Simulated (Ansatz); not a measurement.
## Cs2HgSe2 (Pbam): bands and screening cutoff converge together

Can the band sum of G0W0 be converged at a fixed screening cutoff? A test on Cs2HgSe2 (Pbam).

Program: Ansatz 0.2.0. Level of theory: G0W0 on PBE, plane waves, PAW; PAW set soft_1. Results are calculated unless marked as measured.

## (1) Starting point

Symmetry: Pbam, No. 55, orthorhombic system. The conventional cell has a = 8.185 Å, b = 10.330 Å, c = 4.711 Å, α = 90.00°, β = 90.00°, γ = 90.00°. Nearest to Cs lie 6 Se at 3.66 to 3.72 Å and 1 Cs at 3.87 Å. Hg has 2 Se at 2.41 Å nearest. Nearest to Se lie 1 Hg at 2.41 Å and 6 Cs at 3.66 to 3.72 Å. Farther neighbours and most contacts between anions are not listed.

The cell and positions come from the Crystallography Open Database and are kept as given unless a step says otherwise. Spin-orbit coupling is left out unless a step names it.

## (2) 319 empty bands, screening to 50 eV

G0W0 replaces the xc potential by the self-energy, built once from these orbitals. Only a window of levels is corrected, while the sums run over the empty bands that the input names. This step takes PAW set soft_1 files.

input.yaml reads:

```yaml
crystal:
  lattice:
    - [8.1849, 0.0, 0.0]
    - [0.0, 10.3302, 0.0]
    - [0.0, 0.0, 4.7112]
  atoms:
    - { symbol: Cs, position: [0.39222, 0.83311, 0.5] }
    - { symbol: Cs, position: [0.60778, 0.16689, 0.5] }
    - { symbol: Cs, position: [0.89222, 0.66689, 0.5] }
    - { symbol: Cs, position: [0.10778, 0.33311, 0.5] }
    - { symbol: Hg, position: [0.5, 0.5, 0.0] }
    - { symbol: Hg, position: [0.0, 0.0, 0.0] }
    - { symbol: Se, position: [0.23025, 0.59445, 0.0] }
    - { symbol: Se, position: [0.76975, 0.40555, 0.0] }
    - { symbol: Se, position: [0.73025, 0.90555, 0.0] }
    - { symbol: Se, position: [0.26975, 0.09445, 0.0] }
kpoints:
  mp_grid: { grid: [2, 2, 2] }
hamiltonian:
  xc: pbe
  pseudopotentials: { kind: paw, azcp: { folder: soft_1 } }
scf:
  occupations: { method: fixed }
gw:
  n_empty_bands: 319
  ecut_chi: 50
  qp_bands: [v3, c3]
  qp_kpoints: band_edges
  screening: { model: contour_deformation }
```

Launch:

```console
ansatz run input.yaml --threads 2 --pin off --max-ram 92160MiB --backend cuda --events-out ev --progress --plain --runs-dir out --devices 1 --max-vram 13GiB
```

Numbers of over 12 decimals in the logs are rounded to 6 here.

The program printed:

```text
GPUs: using 1 of 1 available (devices: 1).
Engine: ansatz 0.2.0, x86_64-unknown-linux-gnu
Pseudopotentials: kind: paw
Pseudopotential: Cs, paw, valence charge 9, recommended cutoff 420 eV (normal), soft_1/Cs.paw.azcp
Pseudopotential: Hg, paw, valence charge 20, recommended cutoff 420 eV (normal), soft_1/Hg.paw.azcp
Pseudopotential: Se, paw, valence charge 16, recommended cutoff 420 eV (normal), soft_1/Se.paw.azcp
Functional definition: PBE
  parameter kappa = 0.804
  parameter beta = 0.066725
  exchange = pbe_x(kappa = kappa, mu = beta*pi^2/3)
  correlation = pbe_c(beta = beta)
device memory: the entry about to start is reckoned to put 3.5 GiB on a device that reports 46.1 GiB free (of which the cap on the GPU budget leaves the run 13.0 GiB)
GPU FFT provider: cuFFT
GPU libraries: cuBLAS 13.8.2, cuFFT 12.4.0, cuSOLVER 12.3.4
Crystal: 10 atoms, lattice volume = 398.340 Å³
Basis set: ecut = 420 eV, 7743 PW (Γ)
Bands: 84, of which v1, the nominal top of the filled ones, is band 70 counted from 1 (69 counted from 0)
Symmetry: 8 space group operations
Space group: Pbam (ITA 55), of the structure as read, at distance tolerance 7.4e-5 Å
k-points: 8
Non-local potential: Cs, projectors of the file, l = 0: 3, l = 1: 2, l = 2: 2, l = 3: 2
Non-local potential: Hg, projectors of the file, l = 0: 3, l = 1: 2, l = 2: 2, l = 3: 1
Non-local potential: Se, projectors of the file, l = 0: 2, l = 1: 2, l = 2: 3, l = 3: 1
PAW form: soft (Blöchl's): semilocal exchange-correlation on the pseudo side does not see the compensation charge
PAW one-centre angular grid: Cs, 194 points (default); XC on 64 Gauss nodes
PAW one-centre angular grid: Hg, 590 points (default); XC on 64 Gauss nodes
PAW one-centre angular grid: Se, 590 points (default); XC on 64 Gauss nodes
Initial density: superposition of atomic densities (chi_scale 0.1, normalization cell, long waves kept (reshape's long-wave potential 0.00 eV rms))
Initial wavefunctions: pseudopotential atomic-orbital guess
GPU buffer pool allocated for 138240 grid points (all kernels)
GPU transforms: local potential and band sums: pruned to the plane-wave sphere, on 60×72×32
Functional: x = pbe(κ = 0.804, μ = 0.219515), c = pbe(β = 0.066725)
SCF iter   1: F=—  HF=-72205.524115 eV  |F-HF|=—  |Δ(HF+E_count)|=         —  Δρ=4.02e-2  dr2=1.60e1  ethr=3.10e-3  ⟨swp⟩=4.5  Hψ=2039  notcnv=0  defer=82
preconditioner: auto → Resta (q_TF=auto, 2.292 Å⁻¹)  ε∞=3.9  [insulator: Δε(μ)=1.864 eV  Ē_g=9.449 eV  n_scr=76 (ndim 8)  ℏωp=16.2 eV  f_vac=0.021  ε∞_Penn≈3.9]
SCF iter   2: F=—  HF=-72201.080603 eV  |F-HF|=—  |Δ(HF+E_count)|=    4.44e0  Δρ=1.74e-2  dr2=2.88e0  ethr=3.10e-3  ⟨swp⟩=3.0  Hψ=1291  notcnv=0  defer=83
SCF iter   3: F=—  HF=-72199.935647 eV  |F-HF|=—  |Δ(HF+E_count)|=    1.14e0  Δρ=5.79e-3  dr2=3.42e-1  ethr=2.06e-3  ⟨swp⟩=4.0  Hψ=1359  notcnv=0  defer=88
SCF iter   4: F=—  HF=-72199.818699 eV  |F-HF|=—  |Δ(HF+E_count)|=   1.17e-1  Δρ=2.05e-3  dr2=3.73e-2  ethr=2.45e-4  ⟨swp⟩=3.2  Hψ=1357  notcnv=0  defer=93
SCF iter   5: F=—  HF=-72199.819529 eV  |F-HF|=—  |Δ(HF+E_count)|=   8.30e-4  Δρ=9.01e-4  dr2=5.35e-3  ethr=2.66e-5  ⟨swp⟩=2.9  Hψ=1301  notcnv=0  defer=96
SCF iter   6: F=—  HF=-72199.820998 eV  |F-HF|=—  |Δ(HF+E_count)|=   1.47e-3  Δρ=3.51e-4  dr2=7.02e-4  ethr=3.82e-6  ⟨swp⟩=2.0  Hψ=1108  notcnv=0  defer=96
SCF iter   7: F=—  HF=-72199.821738 eV  |F-HF|=—  |Δ(HF+E_count)|=   7.40e-4  Δρ=9.60e-5  dr2=4.25e-5  ethr=5.02e-7  ⟨swp⟩=2.0  Hψ=1012  notcnv=0  defer=96
SCF iter   8: F=—  HF=-72199.821817 eV  |F-HF|=—  |Δ(HF+E_count)|=   7.91e-5  Δρ=2.16e-5  dr2=3.54e-6  ethr=3.03e-8  ⟨swp⟩=2.0  Hψ=927  notcnv=0  defer=91
SCF iter   9: F=—  HF=-72199.821821 eV  |F-HF|=—  |Δ(HF+E_count)|=   3.64e-6  Δρ=8.22e-6  dr2=3.36e-7  ethr=2.53e-9  ⟨swp⟩=2.0  Hψ=875  notcnv=0  defer=93
SCF iter  10: F=-72199.821821 eV  HF=-72199.821821 eV  |F-HF|=1.56e-8  |Δ(HF+E_count)|=   3.14e-7  Δρ=1.41e-6  dr2=1.62e-8  ethr=7.14e-11  ⟨swp⟩=14.5  Hψ=3086  notcnv=0
SCF 1 converged in 10 iterations: F = -72199.821821 eV  dr2 = 1.62e-8
[...]
device memory: the entry about to start is reckoned to put 4.0 GiB (of the 4.2 GiB reckoned in all, the device holds 0.1 GiB already) on a device that reports 45.4 GiB free (of which the cap on the GPU budget leaves the run 12.9 GiB)
NSCF: frozen V_eff on 8 k-points
[...]
device memory: the entry about to start is reckoned to put 3.9 GiB on a device that reports 45.5 GiB free (of which the cap on the GPU budget leaves the run 13.0 GiB)
NSCF: frozen V_eff on 8 k-points
G₀W₀ screening: q 1/8
[... further progress lines ...]
SCF converged after 10 iterations
Free energy (F): -72199.821821 eV
Harris-Foulkes:  -72199.821821 eV  (|F-HF|=1.56e-8)
Internal energy: -72199.821821 eV  (E = F + TS)
E sigma→0 (E₀):  -72199.821821 eV
Fermi energy:    5.189591 eV
--- Per-component energies (eV) ---
  E_band       = -2929.664330
  E_kinetic    = 2174.996887
  E_local      = -22305.966395  (includes V_loc(G=0)·N_el)
  E_nonlocal   = -1162.263395
  E_hartree    = 10736.487843
  E_xc         = -1484.191039
  E_vxc        = -1417.353378  (∫ρ·V_xc dr)
  E_paw        = -48675.725778  (= ΣΔE_a)
  E_vpaw       = -1692.053708  (= ΣTr[D̂ρ^β])
  E_aug_tail   = -0.000543  (compensation charges beyond the density's cutoff)
  E_ewald      = -11483.159401
  E_smearing   = -0.000000  (= −TS)
  E_closure    = -0.000000  (closes the sum)
  Σ components = -72199.821821   (vs F -72199.821821, Δ=0.00e0)
--- Band table (eV; the first three rows and the last of 8) ---
  k-point 0: bands = [... 66 lower, 4.8476, 5.0046, 5.1275, 5.1627, 7.1886, 8.0391, 8.3098, 8.8803, ... 10 higher]
  k-point 1: bands = [... 66 lower, 4.4876, 4.6092, 4.6477, 4.8847, 7.9787, 8.0120, 8.0447, 8.1821, ... 10 higher]
  k-point 2: bands = [... 66 lower, 4.6769, 4.6769, 5.1537, 5.1537, 7.6613, 7.6613, 8.6382, 8.6382, ... 10 higher]
  k-point 7: bands = [... 66 lower, 4.5122, 4.5122, 5.0915, 5.0915, 7.5756, 7.5756, 8.3619, 8.3619, ... 10 higher]
--- G₀W₀: contour deformation, 6 samples at zero and on the imaginary axis and 1 off it, 8 q-points, 319 empty bands' worth ---
  eigenvalues of the whole cell's RPA ε∞ on this k-mesh (on a slab, of 1 + 4πα/V) = 3.6452, 3.6891, 4.6596; static W/v taken at q = 0 is 0.254652
  bands read: the sum over 389 bands ends inside a degenerate multiplet in 6 slots, whose members it reads at an even weight; the widest, k=2: bands 389 to 390 (counted from 1) at 1/2 each
  gw.qp_kpoints: band_edges: 8 of 8 stored k-points solved, in 1 pass; an edge of the gap read off the rows below is read off those points alone
    ik  band        ε_KS         Σx   Σc(E_QP)       V_xc       Z   E_QP_lin       E_QP  E_QP is
     0    68      5.0046   -17.5454     2.3951   -14.5410  0.7540     4.3861     4.3953  root
     0    69      5.1275   -17.5842     2.5021   -14.4495  0.7528     4.4848     4.4949  root
     0    70      5.1627   -17.7424     2.5104   -14.6022  0.7534     4.5231     4.5330  root
     0    71      7.1886    -9.4500    -2.7141   -12.8546  0.8047     7.8859     7.8790  root
     0    72      8.0391    -5.1299    -2.9700    -8.5521  0.8083     8.4947     8.4913  root
     0    73      8.3098   -10.6310    -2.9672   -14.5726  0.7877     9.3050     9.2842  root
     1    68      4.6092   -16.9703     2.4214   -13.8632  0.7497     3.9094     3.9236  root
     1    69      4.6477   -17.1496     2.4200   -14.0435  0.7511     3.9479     3.9617  root
     1    70      4.8847   -17.5079     2.4259   -14.4537  0.7531     4.2462     4.2565  root
     1    71      7.9787    -5.4597    -2.9163    -8.8549  0.8019     8.4616     8.4575  root
     1    72      8.0120    -5.6926    -2.9229    -9.0952  0.8015     8.4959     8.4917  root
     1    73      8.0447   -10.5882    -2.9353   -14.4987  0.7927     9.0382     9.0199  root
     2    68      4.6769   -17.0403     2.3909   -14.0028  0.7503     4.0186     4.0304  root
     2    69      5.1537   -17.6483     2.4967   -14.5229  0.7535     4.5151     4.5250  root
[...]
7    69      5.0915   -17.5694     2.3625   -14.6044  0.7554     4.4803     4.4891  root
     7    70      5.0915   -17.5694     2.3625   -14.6044  0.7554     4.4803     4.4891  root
     7    71      7.5756    -5.0034    -2.9106    -8.3406  0.8086     8.0053     8.0023  root
     7    72      7.5756    -5.0034    -2.9106    -8.3406  0.8086     8.0053     8.0023  root
     7    73      8.3619   -10.3770    -3.0244   -14.3978  0.7896     9.3797     9.3583  root
```

Wall time 21 s (1 × NVIDIA H100 80GB HBM3 (shared by 6 runs) with 2 threads of AMD EPYC 7R13 (Zen 3), shared host); peak memory 1.9 GiB; 31 s of CPU time.

Reading the cycles: dr2 is the Hartree energy of the density residual (eV), the measure of convergence; HF is the Harris–Foulkes estimate of the energy, which meets the free energy F at convergence.

This step gave:

- bands summed: 389
- RPA ε∞ on this mesh (eigenvalues): 3.645, 3.689, 4.660
- plane waves in the screening matrix: 331
- q-points in the mesh: 8
- G0W0 gap on the mesh: 3.309 eV
- k of the valence top: -0.5, 0, 0
- k of the conduction bottom: 0, 0, 0
- starting gap on the mesh: 1.999 eV
- Z at the valence top: 0.7542
- Z at the conduction bottom: 0.8047
- least direct G0W0 gap on the computed points: 3.346 eV

The gap on the mesh goes from 2.00 eV to 3.31 eV, a correction of +1.31 eV. Between the two edge states, bare exchange in place of the xc potential would open the gap by 6.52 eV, and correlation takes back 5.21 eV.

## (3) 1661 empty bands, screening to 50 eV

Changes to input.yaml since step 2:

```diff
@@ -24,3 +24,3 @@
 gw:
-  n_empty_bands: 319
+  n_empty_bands: 1661
   ecut_chi: 50
```

The program printed:

```text
GPUs: using 1 of 1 available (devices: 1).
[...]
GPU FFT provider: cuFFT
GPU libraries: cuBLAS 13.8.2, cuFFT 12.4.0, cuSOLVER 12.3.4
Crystal: 10 atoms, lattice volume = 398.340 Å³
Basis set: ecut = 420 eV, 7743 PW (Γ)
Bands: 84, of which v1, the nominal top of the filled ones, is band 70 counted from 1 (69 counted from 0)
[... 1 set-up line as in the run before ...]
[...]
k-points: 8
[...]
1    69      4.6477   -17.1496     2.2481   -14.0435  0.7510     3.7675     3.7898  root
[...]
7    70      5.0915   -17.5694     2.1753   -14.6044  0.7553     4.2861     4.3018  root
     7    71      7.5756    -5.0034    -3.0855    -8.3406  0.8082     7.8284     7.8274  root
     7    72      7.5756    -5.0034    -3.0855    -8.3406  0.8082     7.8284     7.8274  root
     7    73      8.3619   -10.3770    -3.2743   -14.3978  0.7891     9.1195     9.1083  root
[key lines of the parts left out:]
SCF converged after 10 iterations
Free energy (F): -72199.821821 eV
Fermi energy:    5.189591 eV
```

Run time: 1.7 min. Hardware: 1 × NVIDIA H100 80GB HBM3 (shared by 6 runs) with 2 threads; peak memory 4.2 GiB.

This step gave:

- bands summed: 1731
- RPA ε∞ on this mesh (eigenvalues): 3.648, 3.693, 4.666
- plane waves in the screening matrix: 331
- G0W0 gap on the mesh: 3.279 eV
- k of the valence top: -0.5, 0, 0
- k of the conduction bottom: 0, 0, 0
- starting gap on the mesh: 1.999 eV
- least direct G0W0 gap on the computed points: 3.317 eV

Against the run with 2×2×2 mesh, 319 empty bands, screening to 50 eV, PAW set soft_1 files, the gap moves by −0.03 eV.

## (4) 904 empty bands, screening to 100 eV

Bands and screening cutoff are moved together, since each hides the error of the other.

Changes to input.yaml since step 3:

```diff
@@ -24,4 +24,4 @@
 gw:
-  n_empty_bands: 1661
-  ecut_chi: 50
+  n_empty_bands: 904
+  ecut_chi: 100
   qp_bands: [v3, c3]
```

The program printed:

```text
GPUs: using 1 of 1 available (devices: 1).
[...]
GPU FFT provider: cuFFT
GPU libraries: cuBLAS 13.8.2, cuFFT 12.4.0, cuSOLVER 12.3.4
Crystal: 10 atoms, lattice volume = 398.340 Å³
Basis set: ecut = 420 eV, 7743 PW (Γ)
Bands: 84, of which v1, the nominal top of the filled ones, is band 70 counted from 1 (69 counted from 0)
[... 1 set-up line as in the run before ...]
[...]
k-points: 8
[...]
1    69      4.6477   -17.1496     2.1257   -14.0435  0.7465     3.6369     3.6674  root
[...]
7    70      5.0915   -17.5694     2.0374   -14.6044  0.7502     4.1414     4.1640  root
     7    71      7.5756    -5.0034    -3.0860    -8.3406  0.8075     7.8279     7.8269  root
     7    72      7.5756    -5.0034    -3.0860    -8.3406  0.8075     7.8279     7.8269  root
     7    73      8.3619   -10.3770    -3.3327   -14.3978  0.7856     9.0591     9.0499  root
[key lines of the parts left out:]
SCF converged after 10 iterations
Free energy (F): -72199.821821 eV
Fermi energy:    5.189591 eV
```

It took 44 s on 1 × NVIDIA H100 80GB HBM3 (shared by 6 runs) with 2 threads; peak memory 3.6 GiB; 60 s of CPU time.

The G0W0 gap on the mesh is 3.420 eV.

## (5) 319 empty bands, screening to 150 eV

Changes to input.yaml since step 4:

```diff
@@ -24,4 +24,4 @@
 gw:
-  n_empty_bands: 904
-  ecut_chi: 100
+  n_empty_bands: 319
+  ecut_chi: 150
   qp_bands: [v3, c3]
```

The program printed:

```text
GPUs: using 1 of 1 available (devices: 1).
[...]
GPU FFT provider: cuFFT
GPU libraries: cuBLAS 13.8.2, cuFFT 12.4.0, cuSOLVER 12.3.4
Crystal: 10 atoms, lattice volume = 398.340 Å³
Basis set: ecut = 420 eV, 7743 PW (Γ)
Bands: 84, of which v1, the nominal top of the filled ones, is band 70 counted from 1 (69 counted from 0)
[... 1 set-up line as in the run before ...]
[...]
k-points: 8
[...]
1    69      4.6477   -17.1496     2.3893   -14.0435  0.7470     3.9156     3.9309  root
[...]
7    70      5.0915   -17.5694     2.3275   -14.6044  0.7509     4.4440     4.4541  root
     7    71      7.5756    -5.0034    -2.8867    -8.3406  0.8082     8.0295     8.0262  root
     7    72      7.5756    -5.0034    -2.8867    -8.3406  0.8082     8.0295     8.0262  root
     7    73      8.3619   -10.3770    -3.0134   -14.3978  0.7867     9.3911     9.3693  root
[key lines of the parts left out:]
SCF converged after 10 iterations
Free energy (F): -72199.821821 eV
Fermi energy:    5.189591 eV
```

It took 31 s on 1 × NVIDIA H100 80GB HBM3 (shared by 6 runs) with 2 threads; peak memory 4.5 GiB.

The G0W0 gap on the mesh is 3.388 eV.

## (6) 1661 empty bands, screening to 150 eV

Changes to input.yaml since step 5:

```diff
@@ -24,3 +24,3 @@
 gw:
-  n_empty_bands: 319
+  n_empty_bands: 1661
   ecut_chi: 150
```

The program printed:

```text
GPUs: using 1 of 1 available (devices: 1).
[...]
GPU FFT provider: cuFFT
GPU libraries: cuBLAS 13.8.2, cuFFT 12.4.0, cuSOLVER 12.3.4
Crystal: 10 atoms, lattice volume = 398.340 Å³
Basis set: ecut = 420 eV, 7743 PW (Γ)
Bands: 84, of which v1, the nominal top of the filled ones, is band 70 counted from 1 (69 counted from 0)
[... 1 set-up line as in the run before ...]
[...]
k-points: 8
[...]
1    69      4.6477   -17.1496     2.0040   -14.0435  0.7458     3.5052     3.5457  root
[...]
7    70      5.0915   -17.5694     1.9027   -14.6044  0.7495     3.9986     4.0293  root
     7    71      7.5756    -5.0034    -3.1410    -8.3406  0.8072     7.7725     7.7719  root
     7    72      7.5756    -5.0034    -3.1410    -8.3406  0.8072     7.7725     7.7719  root
     7    73      8.3619   -10.3770    -3.4662   -14.3978  0.7849     8.9221     8.9164  root
[key lines of the parts left out:]
SCF converged after 10 iterations
Free energy (F): -72199.821821 eV
Fermi energy:    5.189591 eV
```

Run time: 71 s. Hardware: 1 × NVIDIA H100 80GB HBM3 (shared by 6 runs) with 2 threads; peak memory 6.7 GiB.

The G0W0 gap on the mesh is 3.451 eV.

## (7) The grid

Start PBE, 2×2×2 mesh. Times are wall times on 1 × NVIDIA H100 80GB HBM3 (shared by 6 runs) with 2 threads of AMD EPYC 7R13 (Zen 3), shared host, good to a factor of about two.

| cutoff (eV) | plane waves at q = 0 | bands summed | gap (eV) | Σc valence (eV) | Σc conduction (eV) | time |
| --- | --- | --- | --- | --- | --- | --- |
| 50 | 331 | 389 | 3.309 | 2.49 | -2.71 | 21 s |
| 50 | 331 | 1731 | 3.279 | 2.31 | -2.93 | 1.7 min |
| 100 | 923 | 974 | 3.420 | 2.16 | -2.94 | 44 s |
| 150 | 1661 | 389 | 3.388 | 2.45 | -2.68 | 31 s |
| 150 | 1661 | 1731 | 3.451 | 2.02 | -3.04 | 71 s |

## (8) What came out

```
389 bands, 50 eV                   : 3.309 eV
1731 bands, 50 eV                  : 3.279 eV
974 bands, 100 eV                  : 3.420 eV
389 bands, 150 eV                  : 3.388 eV
1731 bands, 150 eV                 : 3.451 eV
estimated limit along the diagonal : 3.49 eV
mesh and start                     : 2×2×2, PBE
```

At 50 eV, going from 389 to 1731 bands moves the gap by −0.03 eV. At 150 eV, going from 389 to 1731 bands moves the gap by +0.06 eV. At 389 bands, raising the cutoff from 50 to 150 eV moves it by +0.08 eV. At 1731 bands, raising the cutoff from 50 to 150 eV moves it by +0.17 eV. Along the diagonal, where both rise together, the two highest rungs point to 3.49 eV. Gaps are over the mesh's points; an edge off the mesh would be missed. A low cutoff hides what high bands add, so a band series at one cutoff can look settled before the gap is. The 2×2×2 mesh is coarse for this cell (its supercell is 9 Å along the shortest edge). The RPA ε∞ on it, from the PBE start, is 3.63, 3.67 and 4.64; such meshes misread the long-range screening, most where the gap is narrow. The many-body steps are scalar-relativistic: spin-orbit coupling is not in them.

[Paths, hosts, dates, memory and timing lines, banners, echoed tables and standing remarks are left out of the program output.]

[Logs are printed without paths, hosts, clocks, repeated set-up lines and the standing remarks that a program may print on its own settings, such as how far it seeks lower states.]

[Runs of the session that timed out or met a known fault of the program may be left out.]

[Cells called generated may have been cut or substituted from an entry of the Crystallography Open Database or the Materials Project.]

[Hosts, paths, dates, database ids (printed as entryN), source tags and the programs' standing remarks are cut or masked in the printed files.]
